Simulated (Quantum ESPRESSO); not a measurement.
# Optical response of C, part 2 of 2

Aim: the dielectric function of C, and the optical constants that follow from it.

Quantum ESPRESSO 7.5; DFT, PBE, plane waves with norm-conserving potentials (PseudoDojo), scalar-relativistic, independent-particle optical response without local fields and without the non-local commutator.

So far. Step 2 (Ground state): There is a gap, 4.18 eV on this mesh (points off the mesh can give less), so no carriers' term is needed.

### 4. Bands on the whole mesh, 17×17×17

At the fixed density, many empty bands are solved on the mesh of the response, since the spectrum sums over them.

This step: DFT, PBE, plane waves with norm-conserving potentials (PseudoDojo), scalar-relativistic, bands at fixed density (Quantum ESPRESSO 7.5).

nscf.in

```
&control
  calculation = 'nscf'
  prefix = 'x'
  outdir = './tmp'
  pseudo_dir = './'
/
&system
  ibrav = 0
  nat = 2
  ntyp = 1
  ecutwfc = 70
  occupations = 'fixed'
  nbnd = 12
  nosym = .true.
  noinv = .true.
/
&electrons
  conv_thr = 1e-09
  electron_maxstep = 100
  diago_full_acc = .true.
/
ATOMIC_SPECIES
  C 1.0 C.upf
CELL_PARAMETERS angstrom
  0.000000000000 1.783370000000 1.783370000000
  1.783370000000 0.000000000000 1.783370000000
  1.783370000000 1.783370000000 0.000000000000
ATOMIC_POSITIONS crystal
  C 0.750000000000 0.750000000000 0.750000000000
  C 0.500000000000 0.500000000000 0.500000000000
K_POINTS automatic
  17 17 17 0 0 0
```

The run is started by

```bash
> mpirun -n 4 pw.x -nk 4 -in nscf.in
```

The program printed:

```text
[banner, memory and clock lines left out]

     Atomic positions and unit cell read from directory:

     G-vector sticks info

     bravais-lattice index     =            0
     lattice parameter (alat)  =       4.7660  a.u.
     unit-cell volume          =      76.5510 (a.u.)^3
     number of atoms/cell      =            2
     number of atomic types    =            1
     number of electrons       =         8.00
     number of Kohn-Sham states=           12
     kinetic-energy cutoff     =      70.0000  Ry
     charge density cutoff     =     280.0000  Ry
     Exchange-correlation= PBE
                           (   1   4   3   4   0   0   0)

     celldm(1)=   4.766014  celldm(2)=   0.000000  celldm(3)=   0.000000
     celldm(4)=   0.000000  celldm(5)=   0.000000  celldm(6)=   0.000000

     crystal axes: (cart. coord. in units of alat)
               a(1) = (   0.000000   0.707107   0.707107 )
               a(2) = (   0.707107   0.000000   0.707107 )
               a(3) = (   0.707107   0.707107   0.000000 )

     reciprocal axes: (cart. coord. in units 2 pi/alat)
               b(1) = ( -0.707107  0.707107  0.707107 )
               b(2) = (  0.707107 -0.707107  0.707107 )
               b(3) = (  0.707107  0.707107 -0.707107 )

     ./C.upf
     Pseudo is Norm-conserving + core correction, Zval =  4.0
     Generated using ONCVPSP code by D. R. Hamann
     Using radial grid of 1248 points,  4 beta functions with:
                l(1) =   0
                l(2) =   0
                l(3) =   1
                l(4) =   1

     atomic species   valence    mass     pseudopotential
     C                 4.00     1.00000     C ( 1.00)

     No symmetry found

   Cartesian axes

     site n.     atom                  positions (alat units)
         1        C      tau(   1) = (   1.0606602   1.0606602   1.0606602  )
         2        C      tau(   2) = (   0.7071068   0.7071068   0.7071068  )

     number of k points=  4913

     Number of k-points >= 100: set verbosity='high' to print them.

     Dense  grid:     5985 G-vectors     FFT dimensions: (  25,  25,  25)

     The potential is recalculated from file :

     Starting wfcs are    8 randomized atomic wfcs +    4 random wfcs

     Band Structure Calculation
     Davidson diagonalization with overlap

     ethr =  1.25E-11,  avg # of iterations = 20.2

     End of band structure calculation

     Number of k-points >= 100: set verbosity='high' to print the bands.

     highest occupied, lowest unoccupied level (ev):    13.3632   17.5462

     XML data file, pseudopotentials, collected wavefunctions

                                        0.00s GPU  (   28445 calls)

[... left out ...]
ulation
     Davidson diagonalization with overlap

     ethr =  1.25E-11,  avg # of iterations = 20.2

     End of band structure calculation

     Number of k-points >= 100: set verbosity='high' to print the bands.

     highest occupied, lowest unoccupied level (ev):    13.3632   17.5462

     XML data file, pseudopotentials, collected wavefunctions

                                        0.00s GPU  (   28445 calls)
```

Elapsed: 59 s, on 4 MPI ranks of Arm Neoverse V2, shared host; peak memory 0.05 GiB.

### 5. Dielectric function

With the density converged, the vertical transitions are summed over the zone.

This step: DFT, PBE, plane waves with norm-conserving potentials (PseudoDojo), scalar-relativistic, independent-particle optical response without local fields and without the non-local commutator (Quantum ESPRESSO 7.5).

epsilon.in

```
&inputpp
  prefix = 'x'
  outdir = './tmp'
  calculation = 'eps'
/
&energy_grid
  smeartype = 'gauss'
  intersmear = 0.4
  wmin = 0.0
  wmax = 22
  nw = 500
/
```

The run is started by

```bash
> mpirun -n 4 epsilon.x -nk 4 -in epsilon.in
```

The program printed:

```text
[banner, memory and clock lines left out]

     Broadcasting variables...

     IMPORTANT: XC functional enforced from input :
     Exchange-correlation= PBE
                           (   1   4   3   4   0   0   0)
     Any further DFT definition will be discarded

     G-vector sticks info

     Fermi energy [eV] is: 13.36317
     The system is a dielectric...
     metallic system: redefining wmin =     0.000000

     Performing eps calculation...

     xx,yy,zz plasmon frequences [eV] are:    27.053714043   27.053714028   27.053713982
```

It took 1.6 s on 4 MPI ranks; peak memory 0.04 GiB.

Read-outs, printed or worked out from the files:

```
electronic dielectric constant ε∞, mean over x, y and z (by symmetry where fewer were run) : 6.508
main peak of Im epsilon, first axis                                                        : 11.13 eV
```

The Im ε, any direction has structure finer than the step of the table below, so its rows give means over 0.5 eV, whole bins alone (the curve runs from 0 to 22 eV). Peaks (eV: height): 11.11: 24.3, 11.73: 23.1, 13.62: 10.2.

Values under the direct gap are tails of Lorentzian lines. Im ε, any direction against photon energy; means over each step:

```tsv
photon energy (eV)	Im ε, any direction
0.5	0.00991
1.0	0.0202
1.5	0.0313
2.0	0.0436
2.5	0.0581
3.0	0.0757
3.5	0.0983
4.0	0.130
4.5	0.180
5.0	0.281
5.5	0.656
6.0	1.82
6.5	2.47
7.0	3.10
7.5	3.72
8.0	4.20
8.5	5.00
9.0	5.82
9.5	7.05
10.0	8.59
10.5	12.5
11.0	20.6
11.5	20.6
12.0	17.1
12.5	8.50
13.0	7.40
13.5	9.45
14.0	7.69
14.5	5.90
15.0	4.59
15.5	4.50
16.0	4.45
16.5	4.15
17.0	3.13
17.5	2.42
18.0	1.92
18.5	1.76
19.0	1.91
19.5	1.51
20.0	1.22
20.5	0.890
21.0	0.847
21.5	1.19
```

Re ε, any direction against photon energy:

photon energy (eV), Re ε, any direction and a bar from the least value:
```
        0        6.5 ######################
        1        6.6 ######################
        2        6.7 ######################
        3        7.0 #######################
        4        7.5 #######################
        5        8.4 ########################
        6        9.8 ##########################
        7        9.4 ##########################
        8        9.9 ###########################
        9       11.0 ############################
       10       12.4 ##############################
       11       12.2 ##############################
       12       -9.2 
       13       -2.4 #########
       14       -5.1 ######
       15       -3.7 ########
       16       -2.7 #########
       17       -3.8 #######
       18       -2.8 #########
       19       -2.1 ##########
       20       -1.9 ##########
       21       -1.1 ###########
       22       -1.1 ###########
```

Reflectivity at normal incidence, any direction against photon energy; read off at these points:

```tsv
photon energy (eV)	reflectivity at normal incidence, any direction (%)
0.00	19.1
0.50	19.1
1.00	19.2
1.50	19.4
2.00	19.6
2.50	20.0
3.00	20.4
3.50	20.9
4.00	21.6
4.50	22.5
5.00	23.8
5.50	25.6
6.00	27.3
6.50	28.0
7.00	27.2
7.50	28.5
8.00	29.1
8.50	30.7
9.00	32.5
9.50	33.9
10.00	36.5
10.50	41.0
11.00	50.1
11.50	50.7
12.00	63.7
12.08	63.9
12.50	58.6
13.00	45.5
13.50	46.6
14.00	56.2
14.50	56.7
14.64	57.7
15.00	53.3
15.50	50.3
16.00	47.2
16.50	55.0
17.00	59.7
17.50	59.2
17.86	61.4
18.00	60.4
18.50	54.9
19.00	51.7
19.50	59.9
20.00	58.8
20.50	62.8
21.00	51.3
21.50	36.3
22.00	40.3
```

Refractive index n and extinction k against photon energy:

```tsv
photon energy (eV)	n	k
0	2.55	0
1	2.56	0.00394
2	2.59	0.00841
3	2.65	0.0143
4	2.74	0.0236
5	2.90	0.0472
6	3.15	0.334
7	3.10	0.470
8	3.20	0.632
9	3.42	0.861
10	3.69	1.12
11	4.31	2.52
12	2.23	3.76
13	1.62	2.24
14	1.41	2.66
15	1.05	2.19
16	1.11	1.99
17	0.745	2.09
18	0.538	1.75
19	0.614	1.57
20	0.427	1.45
21	0.378	1.10
22	0.587	1.19
```

The loss function −Im 1/ε at q → 0, any direction has structure finer than the step of the table below, so its rows give means over 1 eV, whole bins alone (the curve runs from 0 to 22 eV). Peaks (eV: height): 21.3: 0.598.

Values under the direct gap are tails of Lorentzian lines. The loss function −Im 1/ε at q → 0, any direction by energy loss; means over each step:

```tsv
energy loss (eV)	loss function −Im 1/ε at q → 0, any direction
1	4.7e-4
2	9.7e-4
3	0.00154
4	0.00232
5	0.00421
6	0.0167
7	0.0301
8	0.0358
9	0.0390
10	0.0385
11	0.0406
12	0.0525
13	0.111
14	0.0947
15	0.130
16	0.150
17	0.136
18	0.171
19	0.226
20	0.229
21	0.447
```

From ε follow the optical constants at some laser and lamp lines:

```tsv
wavelength (nm)	n	k	R (%)	1/α
1064	2.56	0.005	19.3	18 µm
633	2.59	0.008	19.6	6.1 µm
532	2.61	0.010	19.8	4.2 µm
450	2.63	0.013	20.2	2.8 µm
405	2.65	0.015	20.5	2.2 µm
365	2.68	0.017	20.8	1.7 µm
193	3.17	0.336	27.6	46 nm
```

Below the direct gap, k and the depth come from the tails of the Lorentzian lines, not from transitions.

Rows near the edge hang on the gap, which this functional as a rule makes too small, and phonon-assisted absorption is left out.

### 6. Results

```
electronic dielectric constant ε∞, mean over x, y and z (by symmetry where fewer were run) (independent particles) : 6.51
main peak of Im epsilon, first axis                                                                                : 11.1 eV
```

In words: At this level (PBE, independent particles) C has ε∞ = 6.51 and n = 2.56 at 1550 nm, and Im ε peaks at 11.1 eV. Distinct maxima of Im ε, read by a parabola through the highest points, lie at 11.13 eV (24), 11.74 eV (23) and 13.61 eV (10). Excitons and phonon-assisted transitions are missing, and so are local fields; PBE gaps are as a rule too small, which pulls the onset down and ε∞ up. epsilon.x leaves out the commutator of the non-local potential, so its intensities are off, as a rule too high. The sum runs over mesh points, so small or evenly spaced maxima can still be ripples of the mesh.

[Machine, clock, banner and «Message from routine» lines are left out of the logs.]

[Logs are printed without paths, hosts, clocks, repeated set-up lines and the standing remarks that a program may print on its own settings, such as how far it seeks lower states.]

[Hosts, paths, dates, database ids (printed as entryN), source tags and the programs' standing remarks are cut or masked in the printed files.]
